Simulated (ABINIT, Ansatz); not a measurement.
# AlN (P6_3mc): the screening step of ABINIT by different routes

Aim: time the screening step for AlN (P6_3mc) over ranks and options.

Method: PBE and many-body steps on it, plane waves, in ABINIT 10.8.3.

The database entry behind the starting cell differs from other determinations of this structure, so it need not match the best structure at room temperature.

## (1) Set-up

The structure is hexagonal, space group P6_3mc (No. 186). The conventional cell has a = 3.113 Å, b = 3.113 Å, c = 4.981 Å, α = 90.00°, β = 90.00°, γ = 120.00°. Nearest to Al lie 4 N at 1.89 Å. N has 4 Al at 1.89 Å nearest. Farther neighbours, and contacts between anions beyond the nearest, are not listed.

The cell and positions come from the Crystallography Open Database and are kept as given unless a step says otherwise.

## (2) Base

This step: ABINIT 10.8.3; RPA screening on PBE, plane waves, norm-conserving pseudopotentials.

The RPA dielectric matrix is built and inverted for each q.

File run.abi:

```
acell 3*1.0 Angstrom
rprim 
  3.113000000011 -0.000000000003 0.000000000000
  -1.556500000003 2.695937081992 0.000000000000
  0.000000000000 0.000000000000 4.981000000000
ntypat 2
znucl 13 7
natom 4
typat 1 1 2 2
xred 
  0.333333333333 0.666666666667 0.000000000000
  0.666666666667 0.333333333333 0.500000000000
  0.333333333333 0.666666666667 0.380000000000
  0.666666666667 0.333333333333 0.880000000000
pp_dirpath "pseudos"
pseudos "Al.upf, N.upf"
ecut 36
ngkpt 6 6 4
nshiftk 1
shiftk 0 0 0
kptopt 1
chksymbreak 0
istwfk *1
occopt 1
irdwfk 1
optdriver 3
nband 132
ecuteps 7
inclvkb 2
awtr 1
symchi 1
indata_prefix "in"
outdata_prefix "out"
tmpdata_prefix "tmp"
```

Launch:

```console
$ OMP_NUM_THREADS=1 mpirun -n 56 abinit run.abi > log
```

The log of the run:

```text
.Version 10.8.3 of ABINIT. v10.8.2 released Aug 2026.

 Symmetries : space group P6_3 m c (#186); Bravais hP (primitive hexag.)
[... echo of the input left out ...]
== DATASET  1 ==================================================================
-   mpi_nproc: 56, omp_nthreads: 1 (-1 if OMP is not activated)

--- !DatasetInfo
iteration_state: {dtset: 1, }
dimensions: {natom: 4, nkpt: 21, mband: 132, nsppol: 1, nspinor: 1, nspden: 1, mpw: 2934, }
cutoff_energies: {ecut:  36.0, pawecutdg:  -1.0, }
electrons: {nelect:   1.60000000E+01, charge:   0.00000000E+00, occopt:   1.00000000E+00, tsmear:   1.00000000E-02, }

 SCREENING: Calculation of the susceptibility and dielectric matrices

 Based on a program developped by R.W. Godby, V. Olevano, G. Onida, and L. Reining.
 Incorporated in ABINIT by V. Olevano, G.-M. Rignanese, and M. Torrent.
.Using double precision arithmetic ; gwpc =  8

[... cell and pseudopotentials left out ...]
--------------------------------------------------------------------------------

 ==== K-mesh for the wavefunctions ====
 Number of points in the irreducible wedge :    21
[... list of points left out ...]
 Together with 12 symmetry operations and time-reversal symmetry
 yields   144 points in the full Brillouin Zone.

 ==== Q-mesh for the screening function ====
 Number of points in the irreducible wedge :    21
[... list of points left out ...]
 Together with 12 symmetry operations and time-reversal symmetry
 yields   144 points in the full Brillouin Zone.

 setmesh: FFT mesh size selected  =    20x   20x   40
          total number of points  =        16000

 vcoul_init : cutoff-mode = AUXILIARY_FUNCTION
 q-points for optical limit:   1
     1)      0.000010    0.000020    0.000030

- screening: taking advantage of time-reversal symmetry
- Maximum band index for partially occupied states nbvw = 8
- Remaining bands to be divided among processors   nbcw = 124
- Number of bands treated by each node ~2

 Number of electrons calculated from density =   16.0000; Expected =   16.0000
 average of density, n =  0.056718
 r_s =    1.6146
 omega_plasma =   22.9728 [eV]

 calculating chi0 at frequencies [eV] :
  1    0.000000E+00    0.000000E+00
  2    0.000000E+00    2.297283E+01

--------------------------------------------------------------------------------
  q-point number  1        q = ( 0.000000, 0.000000, 0.000000) [r.l.u.]
--------------------------------------------------------------------------------
[... chi0 elements left out ...]
 For q-point:  0.000010 0.000020 0.000030
  dielectric constant =   4.2135
  dielectric constant without local fields =   4.6419

  Average fulfillment of the sum rule on Im[epsilon] for q-point    1 :     85.07  [%]
[... wings left out ...]
  q-point number  2        q = ( 0.166667, 0.000000, 0.000000) [r.l.u.]
--------------------------------------------------------------------------------
[... chi0 elements left out ...]
  Average fulfillment of the sum rule on Im[epsilon] for q-point    2 :     91.56  [%]

 [... 19 further q-points ...]
```

It took 58 s on 56 MPI ranks of Arm Neoverse N1, host not shared; peak memory 8 GiB.

Read from the output:

```
ε∞ with local fields, on this mesh    : 4.213
ε∞ without local fields, on this mesh : 4.642
plasma frequency                      : 22.97 eV
plane waves in the screening matrix   : 251
```

Local fields lower ε∞ by 9 %.

## (3) Ranks (16 × 1)

run.abi is that of step 2.

Launch:

```console
$ OMP_NUM_THREADS=1 mpirun -n 16 abinit run.abi > log
```

The log of the run:

```text
.Version 10.8.3 of ABINIT. v10.8.2 released Aug 2026.

 Symmetries : space group P6_3 m c (#186); Bravais hP (primitive hexag.)
[... echo of the input left out ...]
== DATASET  1 ==================================================================
-   mpi_nproc: 16, omp_nthreads: 1 (-1 if OMP is not activated)

--- !DatasetInfo
iteration_state: {dtset: 1, }
dimensions: {natom: 4, nkpt: 21, mband: 132, nsppol: 1, nspinor: 1, nspden: 1, mpw: 2934, }
cutoff_energies: {ecut:  36.0, pawecutdg:  -1.0, }
[...]
--------------------------------------------------------------------------------
[... chi0 elements left out ...]
 For q-point:  0.000010 0.000020 0.000030
  dielectric constant =   4.2135
  dielectric constant without local fields =   4.6419

  Average fulfillment of the sum rule on Im[epsilon] for q-point    1 :     85.07  [%]
[... wings left out ...]
  q-point number  2        q = ( 0.166667, 0.000000, 0.000000) [r.l.u.]
--------------------------------------------------------------------------------
[... chi0 elements left out ...]
  Average fulfillment of the sum rule on Im[epsilon] for q-point    2 :     91.56  [%]

 [... 19 further q-points ...]
```

Elapsed: 66 s, on 16 MPI ranks; peak memory 2.8 GiB; 18 min of CPU time.

Numbers from this step:

| Quantity | Value |
| --- | --- |
| ε∞ with local fields, on this mesh | 4.213 |
| ε∞ without local fields, on this mesh | 4.642 |
| plasma frequency | 22.97 eV |
| plane waves in the screening matrix | 251 |

## (4) Ranks (8 × 1)

run.abi is that of step 3.

Launch:

```console
$ OMP_NUM_THREADS=1 mpirun -n 8 abinit run.abi > log
```

The log of the run:

```text
.Version 10.8.3 of ABINIT. v10.8.2 released Aug 2026.

 Symmetries : space group P6_3 m c (#186); Bravais hP (primitive hexag.)
[... echo of the input left out ...]
== DATASET  1 ==================================================================
-   mpi_nproc: 8, omp_nthreads: 1 (-1 if OMP is not activated)

--- !DatasetInfo
iteration_state: {dtset: 1, }
dimensions: {natom: 4, nkpt: 21, mband: 132, nsppol: 1, nspinor: 1, nspden: 1, mpw: 2934, }
cutoff_energies: {ecut:  36.0, pawecutdg:  -1.0, }
[...]
--------------------------------------------------------------------------------
[... chi0 elements left out ...]
 For q-point:  0.000010 0.000020 0.000030
  dielectric constant =   4.2135
  dielectric constant without local fields =   4.6419

  Average fulfillment of the sum rule on Im[epsilon] for q-point    1 :     85.07  [%]
[... wings left out ...]
  q-point number  2        q = ( 0.166667, 0.000000, 0.000000) [r.l.u.]
--------------------------------------------------------------------------------
[... chi0 elements left out ...]
  Average fulfillment of the sum rule on Im[epsilon] for q-point    2 :     91.56  [%]

 [... 19 further q-points ...]
```

The job ended after 2.1 min (8 MPI ranks; peak memory 1.9 GiB; 17 min of CPU time).

Numbers from this step:

```yaml
eps_infinity_with_local_fields_on_this_mesh: 4.213
eps_infinity_without_local_fields_on_this_mesh: 4.642
plasma_frequency: 22.97 eV
plane_waves_in_the_screening_matrix: 251
```

## (5) Ranks (4 × 1)

run.abi is that of step 4.

Launch:

```console
$ OMP_NUM_THREADS=1 mpirun -n 4 abinit run.abi > log
```

The log of the run:

```text
.Version 10.8.3 of ABINIT. v10.8.2 released Aug 2026.

 Symmetries : space group P6_3 m c (#186); Bravais hP (primitive hexag.)
[... echo of the input left out ...]
== DATASET  1 ==================================================================
-   mpi_nproc: 4, omp_nthreads: 1 (-1 if OMP is not activated)

--- !DatasetInfo
iteration_state: {dtset: 1, }
dimensions: {natom: 4, nkpt: 21, mband: 132, nsppol: 1, nspinor: 1, nspden: 1, mpw: 2934, }
cutoff_energies: {ecut:  36.0, pawecutdg:  -1.0, }
[...]
--------------------------------------------------------------------------------
[... chi0 elements left out ...]
 For q-point:  0.000010 0.000020 0.000030
  dielectric constant =   4.2135
  dielectric constant without local fields =   4.6419

  Average fulfillment of the sum rule on Im[epsilon] for q-point    1 :     85.07  [%]
[... wings left out ...]
  q-point number  2        q = ( 0.166667, 0.000000, 0.000000) [r.l.u.]
--------------------------------------------------------------------------------
[... chi0 elements left out ...]
  Average fulfillment of the sum rule on Im[epsilon] for q-point    2 :     91.56  [%]

 [... 19 further q-points ...]
```

The job ended after 3.9 min (4 MPI ranks; peak memory 1.3 GiB).

This step gave:

| Property | Result |
| --- | --- |
| ε∞ with local fields, on this mesh | 4.213 |
| ε∞ without local fields, on this mesh | 4.642 |
| plasma frequency | 22.97 eV |
| plane waves in the screening matrix | 251 |

## (6) Ranks (2 × 1)

run.abi is that of step 5.

Launch:

```console
$ OMP_NUM_THREADS=1 mpirun -n 2 abinit run.abi > log
```

The log of the run:

```text
.Version 10.8.3 of ABINIT. v10.8.2 released Aug 2026.

 Symmetries : space group P6_3 m c (#186); Bravais hP (primitive hexag.)
[... echo of the input left out ...]
== DATASET  1 ==================================================================
-   mpi_nproc: 2, omp_nthreads: 1 (-1 if OMP is not activated)

--- !DatasetInfo
iteration_state: {dtset: 1, }
dimensions: {natom: 4, nkpt: 21, mband: 132, nsppol: 1, nspinor: 1, nspden: 1, mpw: 2934, }
cutoff_energies: {ecut:  36.0, pawecutdg:  -1.0, }
[...]
--------------------------------------------------------------------------------
[... chi0 elements left out ...]
 For q-point:  0.000010 0.000020 0.000030
  dielectric constant =   4.2135
  dielectric constant without local fields =   4.6419

  Average fulfillment of the sum rule on Im[epsilon] for q-point    1 :     85.07  [%]
[... wings left out ...]
  q-point number  2        q = ( 0.166667, 0.000000, 0.000000) [r.l.u.]
--------------------------------------------------------------------------------
[... chi0 elements left out ...]
  Average fulfillment of the sum rule on Im[epsilon] for q-point    2 :     91.56  [%]

 [... 19 further q-points ...]
```

Wall time 7.6 min (2 MPI ranks); peak memory 1 GiB; 15 min of CPU time.

This step gave:

```
ε∞ with local fields, on this mesh    : 4.213
ε∞ without local fields, on this mesh : 4.642
plasma frequency                      : 22.97 eV
plane waves in the screening matrix   : 251
```

## (7) Ranks (1 × 1)

run.abi is that of step 6.

Launch:

```console
$ OMP_NUM_THREADS=1 abinit run.abi > log
```

The log of the run:

```text
.Version 10.8.3 of ABINIT. v10.8.2 released Aug 2026.

 Symmetries : space group P6_3 m c (#186); Bravais hP (primitive hexag.)
[... echo of the input left out ...]
== DATASET  1 ==================================================================
-   mpi_nproc: 1, omp_nthreads: 1 (-1 if OMP is not activated)

--- !DatasetInfo
iteration_state: {dtset: 1, }
dimensions: {natom: 4, nkpt: 21, mband: 132, nsppol: 1, nspinor: 1, nspden: 1, mpw: 2934, }
cutoff_energies: {ecut:  36.0, pawecutdg:  -1.0, }
[...]
--------------------------------------------------------------------------------
[... chi0 elements left out ...]
 For q-point:  0.000010 0.000020 0.000030
  dielectric constant =   4.2135
  dielectric constant without local fields =   4.6419

  Average fulfillment of the sum rule on Im[epsilon] for q-point    1 :     85.07  [%]
[... wings left out ...]
  q-point number  2        q = ( 0.166667, 0.000000, 0.000000) [r.l.u.]
--------------------------------------------------------------------------------
[... chi0 elements left out ...]
  Average fulfillment of the sum rule on Im[epsilon] for q-point    2 :     91.56  [%]

 [... 19 further q-points ...]
```

The job ended after 15 min (1 MPI rank; peak memory 0.88 GiB).

Read from the output:

| Item | Value |
| --- | --- |
| ε∞ with local fields, on this mesh | 4.213 |
| ε∞ without local fields, on this mesh | 4.642 |
| plasma frequency | 22.97 eV |
| plane waves in the screening matrix | 251 |

## (8) Threads in place of ranks (14 × 4)

run.abi is that of step 7.

Launch:

```console
$ OMP_NUM_THREADS=4 mpirun -n 14 abinit run.abi > log
```

The log of the run:

```text
.Version 10.8.3 of ABINIT. v10.8.2 released Aug 2026.

 Symmetries : space group P6_3 m c (#186); Bravais hP (primitive hexag.)
[... echo of the input left out ...]
== DATASET  1 ==================================================================
-   mpi_nproc: 14, omp_nthreads: 4 (-1 if OMP is not activated)

--- !DatasetInfo
iteration_state: {dtset: 1, }
dimensions: {natom: 4, nkpt: 21, mband: 132, nsppol: 1, nspinor: 1, nspden: 1, mpw: 2934, }
cutoff_energies: {ecut:  36.0, pawecutdg:  -1.0, }
[...]
--------------------------------------------------------------------------------
[... chi0 elements left out ...]
 For q-point:  0.000010 0.000020 0.000030
  dielectric constant =   4.2135
  dielectric constant without local fields =   4.6419

  Average fulfillment of the sum rule on Im[epsilon] for q-point    1 :     85.07  [%]
[... wings left out ...]
  q-point number  2        q = ( 0.166667, 0.000000, 0.000000) [r.l.u.]
--------------------------------------------------------------------------------
[... chi0 elements left out ...]
  Average fulfillment of the sum rule on Im[epsilon] for q-point    2 :     91.56  [%]

 [... 19 further q-points ...]
```

The job ended after 79 s (14 MPI ranks; peak memory 2.6 GiB).

This step gave:

```
ε∞ with local fields, on this mesh    : 4.213
ε∞ without local fields, on this mesh : 4.642
plasma frequency                      : 22.97 eV
plane waves in the screening matrix   : 251
```

## (9) No symmetry

run.abi: that of step 8 with these lines changed.

```diff
@@ -30,3 +30,3 @@
 awtr 1
-symchi 1
+symchi 0
 indata_prefix "in"
```

Launch:

```console
$ OMP_NUM_THREADS=1 mpirun -n 56 abinit run.abi > log
```

The log of the run:

```text
.Version 10.8.3 of ABINIT. v10.8.2 released Aug 2026.

 Symmetries : space group P6_3 m c (#186); Bravais hP (primitive hexag.)
[... echo of the input left out ...]
== DATASET  1 ==================================================================
-   mpi_nproc: 56, omp_nthreads: 1 (-1 if OMP is not activated)

--- !DatasetInfo
iteration_state: {dtset: 1, }
dimensions: {natom: 4, nkpt: 21, mband: 132, nsppol: 1, nspinor: 1, nspden: 1, mpw: 2934, }
cutoff_energies: {ecut:  36.0, pawecutdg:  -1.0, }
[...]
--------------------------------------------------------------------------------
[... chi0 elements left out ...]
 For q-point:  0.000010 0.000020 0.000030
  dielectric constant =   4.2135
  dielectric constant without local fields =   4.6419

  Average fulfillment of the sum rule on Im[epsilon] for q-point    1 :     85.07  [%]
[... wings left out ...]
  q-point number  2        q = ( 0.166667, 0.000000, 0.000000) [r.l.u.]
--------------------------------------------------------------------------------
[... chi0 elements left out ...]
  Average fulfillment of the sum rule on Im[epsilon] for q-point    2 :     91.56  [%]

 [... 19 further q-points ...]
```

Elapsed: 1.8 min, on 56 MPI ranks; peak memory 20 GiB; 1.7 h of CPU time.

This step gave:

```yaml
eps_infinity_with_local_fields_on_this_mesh: 4.213
eps_infinity_without_local_fields_on_this_mesh: 4.642
plasma_frequency: 22.97 eV
plane_waves_in_the_screening_matrix: 251
```

## (10) No time reversal

run.abi: that of step 9 with these lines changed.

```diff
@@ -29,4 +29,4 @@
 inclvkb 2
-awtr 1
-symchi 0
+awtr 0
+symchi 1
 indata_prefix "in"
```

The log of the run:

```text
.Version 10.8.3 of ABINIT. v10.8.2 released Aug 2026.

 Symmetries : space group P6_3 m c (#186); Bravais hP (primitive hexag.)
[... echo of the input left out ...]
== DATASET  1 ==================================================================
-   mpi_nproc: 56, omp_nthreads: 1 (-1 if OMP is not activated)

--- !DatasetInfo
iteration_state: {dtset: 1, }
dimensions: {natom: 4, nkpt: 21, mband: 132, nsppol: 1, nspinor: 1, nspden: 1, mpw: 2934, }
cutoff_energies: {ecut:  36.0, pawecutdg:  -1.0, }
[...]
--------------------------------------------------------------------------------
[... chi0 elements left out ...]
 For q-point:  0.000010 0.000020 0.000030
  dielectric constant =   4.2135
  dielectric constant without local fields =   4.6419

  Average fulfillment of the sum rule on Im[epsilon] for q-point    1 :     85.07  [%]
[... wings left out ...]
  q-point number  2        q = ( 0.166667, 0.000000, 0.000000) [r.l.u.]
--------------------------------------------------------------------------------
[... chi0 elements left out ...]
  Average fulfillment of the sum rule on Im[epsilon] for q-point    2 :     91.56  [%]

 [... 19 further q-points ...]
```

The job ended after 58 s (56 MPI ranks; peak memory 8 GiB; 53 min of CPU time).

Numbers from this step:

```yaml
eps_infinity_with_local_fields_on_this_mesh: 4.213
eps_infinity_without_local_fields_on_this_mesh: 4.642
plasma_frequency: 22.97 eV
plane_waves_in_the_screening_matrix: 251
```

## (11) Work shared over k-points

run.abi: that of step 10 with these lines changed.

```diff
@@ -29,4 +29,5 @@
 inclvkb 2
-awtr 0
+awtr 1
 symchi 1
+gwpara 1
 indata_prefix "in"
```

The log of the run:

```text
.Version 10.8.3 of ABINIT. v10.8.2 released Aug 2026.

 Symmetries : space group P6_3 m c (#186); Bravais hP (primitive hexag.)
[... echo of the input left out ...]
== DATASET  1 ==================================================================
-   mpi_nproc: 56, omp_nthreads: 1 (-1 if OMP is not activated)

--- !DatasetInfo
iteration_state: {dtset: 1, }
dimensions: {natom: 4, nkpt: 21, mband: 132, nsppol: 1, nspinor: 1, nspden: 1, mpw: 2934, }
cutoff_energies: {ecut:  36.0, pawecutdg:  -1.0, }
[...]
--------------------------------------------------------------------------------
[... chi0 elements left out ...]
 For q-point:  0.000010 0.000020 0.000030
  dielectric constant =   4.2135
  dielectric constant without local fields =   4.6419

  Average fulfillment of the sum rule on Im[epsilon] for q-point    1 :     85.07  [%]
[... wings left out ...]
  q-point number  2        q = ( 0.166667, 0.000000, 0.000000) [r.l.u.]
--------------------------------------------------------------------------------
[... chi0 elements left out ...]
  Average fulfillment of the sum rule on Im[epsilon] for q-point    2 :     91.56  [%]

 [... 19 further q-points ...]
```

Wall time 61 s (56 MPI ranks); peak memory 22 GiB; 57 min of CPU time.

Numbers from this step:

* ε∞ with local fields, on this mesh: 4.213
* ε∞ without local fields, on this mesh: 4.642
* plasma frequency: 22.97 eV
* plane waves in the screening matrix: 251

## (12) Low-memory mode

run.abi: that of step 11 with these lines changed.

```diff
@@ -31,3 +31,3 @@
 symchi 1
-gwpara 1
+gwmem 00
 indata_prefix "in"
```

The log of the run:

```text
.Version 10.8.3 of ABINIT. v10.8.2 released Aug 2026.

 Symmetries : space group P6_3 m c (#186); Bravais hP (primitive hexag.)
[... echo of the input left out ...]
== DATASET  1 ==================================================================
-   mpi_nproc: 56, omp_nthreads: 1 (-1 if OMP is not activated)

--- !DatasetInfo
iteration_state: {dtset: 1, }
dimensions: {natom: 4, nkpt: 21, mband: 132, nsppol: 1, nspinor: 1, nspden: 1, mpw: 2934, }
cutoff_energies: {ecut:  36.0, pawecutdg:  -1.0, }
[...]
--------------------------------------------------------------------------------
[... chi0 elements left out ...]
 For q-point:  0.000010 0.000020 0.000030
  dielectric constant =   4.2135
  dielectric constant without local fields =   4.6419

  Average fulfillment of the sum rule on Im[epsilon] for q-point    1 :     85.07  [%]
[... wings left out ...]
  q-point number  2        q = ( 0.166667, 0.000000, 0.000000) [r.l.u.]
--------------------------------------------------------------------------------
[... chi0 elements left out ...]
  Average fulfillment of the sum rule on Im[epsilon] for q-point    2 :     91.56  [%]

 [... 19 further q-points ...]
```

It took 63 s on 56 MPI ranks; peak memory 5.1 GiB.

This step gave:

```yaml
eps_infinity_with_local_fields_on_this_mesh: 4.213
eps_infinity_without_local_fields_on_this_mesh: 4.642
plasma_frequency: 22.97 eV
plane_waves_in_the_screening_matrix: 251
```

(Part 1 of 2 ends here.)

[Long decimals in the printed logs are rounded to 6 places.]

[Logs are printed without paths, hosts, clocks, repeated set-up lines and the standing remarks that a program may print on its own settings, such as how far it seeks lower states.]

[Paths, hosts, dates, memory and timing lines, banners, echoed tables and standing remarks are left out of the program output; an Ansatz launch command may be rebuilt from the run's recorded settings. Measured values are a selection of at most five: reports struck by readers or far from the other reports are left out. None is set beside runs whose start may be inverted or whose files or cutoffs have a known fault.]

[Runs of the session that timed out or met a known fault of the program may be left out.]

[Hosts, paths, dates, database ids (printed as entryN), source tags and the programs' standing remarks are cut or masked in the printed files.]

[G0W0 gaps are taken among the corrected bands and points alone; a level outside them can change the order at an edge.]

[Where Ansatz stands beside ABINIT at settings called matched, ABINIT's density can come from a denser mesh and the files from another edition; pairs whose starting gaps differed by over 0.03 eV were left out, so agreement reads better than it is.]
